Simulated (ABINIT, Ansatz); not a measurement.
# How the form of the self-energy moves the gap of CsCaBr3 (Pm-3m), part 2 of 2

Wanted: the gap of CsCaBr3 (Pm-3m) under several approximations, with cost.

ABINIT 10.8.3; LDA and many-body steps on it, plane waves. Known limits of the many-body steps: not at the basis limit; no spin-orbit coupling; coarse k mesh.

So far. Step 5 (G0W0, von der Linden-Horsch plasmon pole): Against G0W0 in ABINIT (2×2×2 mesh, 246 bands, screening to 141.5 eV, Godby-Needs plasmon pole), the gap moves by +0.113 eV. Step 6 (G0W0, Hybertsen-Louie plasmon pole): Against G0W0 in ABINIT (2×2×2 mesh, 246 bands, screening to 141.5 eV, Godby-Needs plasmon pole), the gap moves by +0.141 eV.

### 7. One-shot Hartree-Fock

This step: one-shot Hartree-Fock on LDA, plane waves, norm-conserving pseudopotentials.

Contents of run.abi:

```
acell 3*1.0 Angstrom
rprim 
  5.708665730000 0.000000000000 0.000000000000
  0.000000000000 5.708665730000 0.000000000000
  0.000000000000 0.000000000000 5.708665730000
ntypat 3
znucl 55 20 35
natom 5
typat 1 2 3 3 3
xred 
  0.000000000000 0.000000000000 0.000000000000
  0.500000000000 0.500000000000 0.500000000000
  0.500000000000 0.000000000000 0.500000000000
  0.000000000000 0.500000000000 0.500000000000
  0.500000000000 0.500000000000 0.000000000000
pp_dirpath "pseudos"
pseudos "Cs.upf, Ca.upf, Br.upf"
ecut 30
ngkpt 2 2 2
nshiftk 1
shiftk 0 0 0
kptopt 1
chksymbreak 0
istwfk *1
occopt 1
irdwfk 1
optdriver 4
nband 24
gwcalctyp 5
ecutsigx 30
symsigma 1
nkptgw 2
kptgw 
  0.5000000000 0.5000000000 0.5000000000
  0.0000000000 0.0000000000 0.0000000000
bdgw 
  18 23
  18 24
ixc_sigma 40
fftgw 31
indata_prefix "in"
outdata_prefix "out"
tmpdata_prefix "tmp"
```

Run with:

```sh
> OMP_NUM_THREADS=1 mpirun -n 4 abinit run.abi > log
```

Numbers of over 12 decimals in the logs are rounded to 6 here.

Output:

```text
.Version 10.8.3 of ABINIT. v10.8.2 released Aug 2026.

 Symmetries : space group Pm -3 m (#221); Bravais cP (primitive cubic)
[... echo of the input left out ...]
== DATASET  1 ==================================================================
-   mpi_nproc: 4, omp_nthreads: 1 (-1 if OMP is not activated)

--- !DatasetInfo
iteration_state: {dtset: 1, }
dimensions: {natom: 5, nkpt: 4, mband: 24, nsppol: 1, nspinor: 1, nspden: 1, mpw: 9952, }
cutoff_energies: {ecut:  30.0, pawecutdg:  -1.0, }
[...]
Band     E0 <VxcDFT>   SigX SigC(E0)      Z dSigC/dE  Sig(E)    E-E0       E
[...]
23   5.101 -11.208  -5.425   0.000   1.000   0.000  -5.425   5.782  10.883
       24   5.101 -11.208  -5.425   0.000   1.000   0.000  -5.425   5.782  10.883

== END DATASET(S) ==============================================================
================================================================================

 -outvars: echo values of variables after computation  --------
           etotal      0.0000000000E+00
            nband          24
             nkpt           4
          spgroup         221
 [... the other variables as echoed above ...]

 Calculation completed.
```

Elapsed: 4.6 s, on 4 MPI ranks of Arm Neoverse V1, shared host; peak memory 0.27 GiB.

Numbers from this step:

* quasiparticle gap on the points computed: 11.94 eV
* starting gap on the mesh: 4.079 eV
* k of the valence top: 0.5, 0.5, 0.5
* k of the conduction bottom: 0, 0, 0
* least direct quasiparticle gap on the computed points: 12.19 eV

Against G0W0 in ABINIT (2×2×2 mesh, 246 bands, screening to 141.5 eV, Godby-Needs plasmon pole), the gap moves by +5.613 eV.

### 8. Screening, 2×2×2 mesh, 246 bands, screening to 141.5 eV

This step: RPA screening on LDA, plane waves, norm-conserving pseudopotentials.

Changes to run.abi since step 7:

```diff
@@ -26,16 +26,14 @@
 irdwfk 1
-optdriver 4
-nband 24
-gwcalctyp 5
-ecutsigx 30
-symsigma 1
-nkptgw 2
-kptgw 
-  0.5000000000 0.5000000000 0.5000000000
-  0.0000000000 0.0000000000 0.0000000000
-bdgw 
-  18 23
-  18 24
-ixc_sigma 40
-fftgw 31
+optdriver 3
+nband 246
+ecuteps 5.2
+inclvkb 2
+awtr 1
+symchi 1
+gwcalctyp 2
+nfreqre 16
+freqremax 40 eV
+nfreqim 8
+spmeth 1
+nomegasf 120
 indata_prefix "in"
```

Output:

```text
.Version 10.8.3 of ABINIT. v10.8.2 released Aug 2026.

 Symmetries : space group Pm -3 m (#221); Bravais cP (primitive cubic)
[... echo of the input left out ...]
== DATASET  1 ==================================================================
-   mpi_nproc: 4, omp_nthreads: 1 (-1 if OMP is not activated)

--- !DatasetInfo
iteration_state: {dtset: 1, }
dimensions: {natom: 5, nkpt: 4, mband: 246, nsppol: 1, nspinor: 1, nspden: 1, mpw: 9952, }
cutoff_energies: {ecut:  30.0, pawecutdg:  -1.0, }
electrons: {nelect:   4.00000000E+01, charge:   0.00000000E+00, occopt:   1.00000000E+00, tsmear:   1.00000000E-02, }

 SCREENING: Calculation of the susceptibility and dielectric matrices

 Based on a program developped by R.W. Godby, V. Olevano, G. Onida, and L. Reining.
 Incorporated in ABINIT by V. Olevano, G.-M. Rignanese, and M. Torrent.
.Using double precision arithmetic ; gwpc =  8

[... cell and pseudopotentials left out ...]
--------------------------------------------------------------------------------

 ==== K-mesh for the wavefunctions ====
 Number of points in the irreducible wedge :     4
[... list of points left out ...]
 Together with 48 symmetry operations and time-reversal symmetry
 yields     8 points in the full Brillouin Zone.

 ==== Q-mesh for the screening function ====
 Number of points in the irreducible wedge :     4
[... list of points left out ...]
 Together with 48 symmetry operations and time-reversal symmetry
 yields     8 points in the full Brillouin Zone.

 setmesh: FFT mesh size selected  =    40x   40x   40
          total number of points  =        64000

 vcoul_init : cutoff-mode = AUXILIARY_FUNCTION
 q-points for optical limit:   1
     1)      0.000010    0.000020    0.000030

- screening: taking advantage of time-reversal symmetry
- Maximum band index for partially occupied states nbvw = 20
- Remaining bands to be divided among processors   nbcw = 226
- Number of bands treated by each node ~56

 Number of electrons calculated from density =   40.0000; Expected =   40.0000
 average of density, n =  0.031861
 r_s =    1.9568
 omega_plasma =   17.2181 [eV]

 calculating chi0 at frequencies [eV] :
  1    0.000000E+00    0.000000E+00
  2    2.666667E+00    0.000000E+00
  3    5.333333E+00    0.000000E+00
[...]
23    0.000000E+00    4.385152E+01
 24    0.000000E+00    6.174342E+01

--------------------------------------------------------------------------------
  q-point number  1        q = ( 0.000000, 0.000000, 0.000000) [r.l.u.]
--------------------------------------------------------------------------------
[... chi0 elements left out ...]
  [... further frequencies ...]

 No. of calculated frequencies >  15, stop printing
 For q-point:  0.000010 0.000020 0.000030
  dielectric constant =   3.2289
  dielectric constant without local fields =   3.8103

  Average fulfillment of the sum rule on Im[epsilon] for q-point    1 :     82.14  [%]
[... wings left out ...]
  q-point number  2        q = ( 0.500000, 0.000000, 0.000000) [r.l.u.]
--------------------------------------------------------------------------------
[... chi0 elements left out ...]
  [... further frequencies ...]

 No. of calculated frequencies >  15, stop printing
  Average fulfillment of the sum rule on Im[epsilon] for q-point    2 :     86.46  [%]

 [... 2 further q-points ...]
```

It took 2.7 min on 4 MPI ranks; peak memory 5.2 GiB.

This step gave:

```yaml
eps_infinity_with_local_fields_on_this_mesh_along_the_program_s_q_direction: 3.229
the_same_without_local_fields: 3.810
plasma_frequency: 17.22 eV
plane_waves_in_the_screening_matrix: 739
```

### 9. G0W0, contour deformation

This step: G0W0 on LDA, plane waves, norm-conserving pseudopotentials.

Changes to run.abi since step 8:

```diff
@@ -26,14 +26,16 @@
 irdwfk 1
-optdriver 3
+optdriver 4
 nband 246
+gwcalctyp 2
+ecutsigx 30
+symsigma 1
+nkptgw 2
+kptgw 
+  0.5000000000 0.5000000000 0.5000000000
+  0.0000000000 0.0000000000 0.0000000000
+bdgw 
+  18 23
+  18 24
 ecuteps 5.2
-inclvkb 2
-awtr 1
-symchi 1
-gwcalctyp 2
-nfreqre 16
-freqremax 40 eV
-nfreqim 8
-spmeth 1
-nomegasf 120
+irdscr 1
 indata_prefix "in"
```

Output:

```text
.Version 10.8.3 of ABINIT. v10.8.2 released Aug 2026.

 Symmetries : space group Pm -3 m (#221); Bravais cP (primitive cubic)
[... echo of the input left out ...]
== DATASET  1 ==================================================================
-   mpi_nproc: 4, omp_nthreads: 1 (-1 if OMP is not activated)

--- !DatasetInfo
iteration_state: {dtset: 1, }
dimensions: {natom: 5, nkpt: 4, mband: 246, nsppol: 1, nspinor: 1, nspden: 1, mpw: 9952, }
cutoff_energies: {ecut:  30.0, pawecutdg:  -1.0, }
[...]
Band     E0 <VxcDFT>   SigX SigC(E0)      Z dSigC/dE  Sig(E)    E-E0       E
[...]
24   5.101 -11.208  -5.425  -3.498   0.809  -0.236  -9.359   1.849   6.950
       24   0.000   0.000   0.000  -0.000   0.000   0.000  -0.000  -0.000  -0.000

== END DATASET(S) ==============================================================
================================================================================

 -outvars: echo values of variables after computation  --------
           etotal      0.0000000000E+00
            nband         246
             nkpt           4
          spgroup         221
 [... the other variables as echoed above ...]

 Calculation completed.
```

It took 47 s on 4 MPI ranks; peak memory 3.8 GiB; 3.1 min of CPU time.

Numbers from this step:

* G0W0 gap on the points computed: 6.28 eV
* starting gap on the mesh: 4.079 eV
* k of the valence top: 0.5, 0.5, 0.5
* k of the conduction bottom: 0, 0, 0
* least direct G0W0 gap on the computed points: 6.539 eV

Against G0W0 in ABINIT (2×2×2 mesh, 246 bands, screening to 141.5 eV, Godby-Needs plasmon pole), the gap moves by −0.048 eV.

### 10. Side by side

Times are wall times on 4 MPI ranks of Arm Neoverse V1, shared host, good to a factor of about two. A run's time includes the screening step that it read.

```
                                     run   mesh  bands  screening cutoff (eV)  DFT gap (eV)  gap on the mesh (eV)  direct (eV)  ε∞ used     time
          G0W0, Godby-Needs plasmon pole  2×2×2    246                  141.5         4.079                 6.328        6.582     3.20    3 min
G0W0, von der Linden-Horsch plasmon pole  2×2×2    246                  141.5         4.079                 6.441        6.694     3.20  2.2 min
      G0W0, Hybertsen-Louie plasmon pole  2×2×2    246                  141.5         4.079                 6.469        6.722     3.20  2.9 min
                   one-shot Hartree-Fock  2×2×2      -                      -         4.079                11.941       12.191        -    4.6 s
               G0W0, contour deformation  2×2×2    246                  141.5         4.079                 6.280        6.539     3.23  3.4 min
```

### 11. Outcome

```json
{"G0W0, Godby-Needs plasmon pole": "6.328 eV", "G0W0, von der Linden-Horsch plasmon pole": "6.441 eV", "G0W0, Hybertsen-Louie plasmon pole": "6.469 eV", "one-shot Hartree-Fock": "11.941 eV", "G0W0, contour deformation": "6.280 eV", "known limits": "not at the basis limit; no spin-orbit coupling; coarse k mesh"}
```

In words: G0W0, von der Linden-Horsch plasmon pole: +0.113 eV against G0W0, Godby-Needs plasmon pole. G0W0, Hybertsen-Louie plasmon pole: +0.141 eV against G0W0, Godby-Needs plasmon pole. One-shot Hartree-Fock: +5.613 eV against G0W0, Godby-Needs plasmon pole. G0W0, contour deformation: −0.048 eV against G0W0, Godby-Needs plasmon pole. Bare exchange alone opens the gap to 11.94 eV; against G0W0, correlation takes back 5.61 eV. Bands and cutoff are finite, so the gap is not at the basis limit. The miss can reach some tenths of an eV and take either sign; the mesh is an error of its own. In the G0W0 runs levels were corrected at 2 k points alone, so a gap called «on the mesh» is the least over those, and an edge elsewhere would be missed. The 2×2×2 mesh is coarse for this cell, which bears on the long-range parts of exchange and screening. This is the ideal cubic cell; many perovskites, halides above all, are cubic only on average, and local tilts or off-centring can widen the gap. The many-body steps are scalar-relativistic: spin-orbit coupling is not in them.

[Paths, hosts, dates, memory and timing lines, banners, echoed tables and standing remarks are left out of the program output.]

[Logs are printed without paths, hosts, clocks, repeated set-up lines and the standing remarks that a program may print on its own settings, such as how far it seeks lower states.]

[Runs of the session that timed out or met a known fault of the program may be left out.]

[Hosts, paths, dates, database ids (printed as entryN), source tags and the programs' standing remarks are cut or masked in the printed files.]

[G0W0 gaps are taken among the corrected bands and points alone; a level outside them can change the order at an edge.]

[Where Ansatz stands beside ABINIT at settings called matched, ABINIT's density can come from a denser mesh and the files from another edition; pairs whose starting gaps differed by over 0.03 eV were left out, so agreement reads better than it is.]
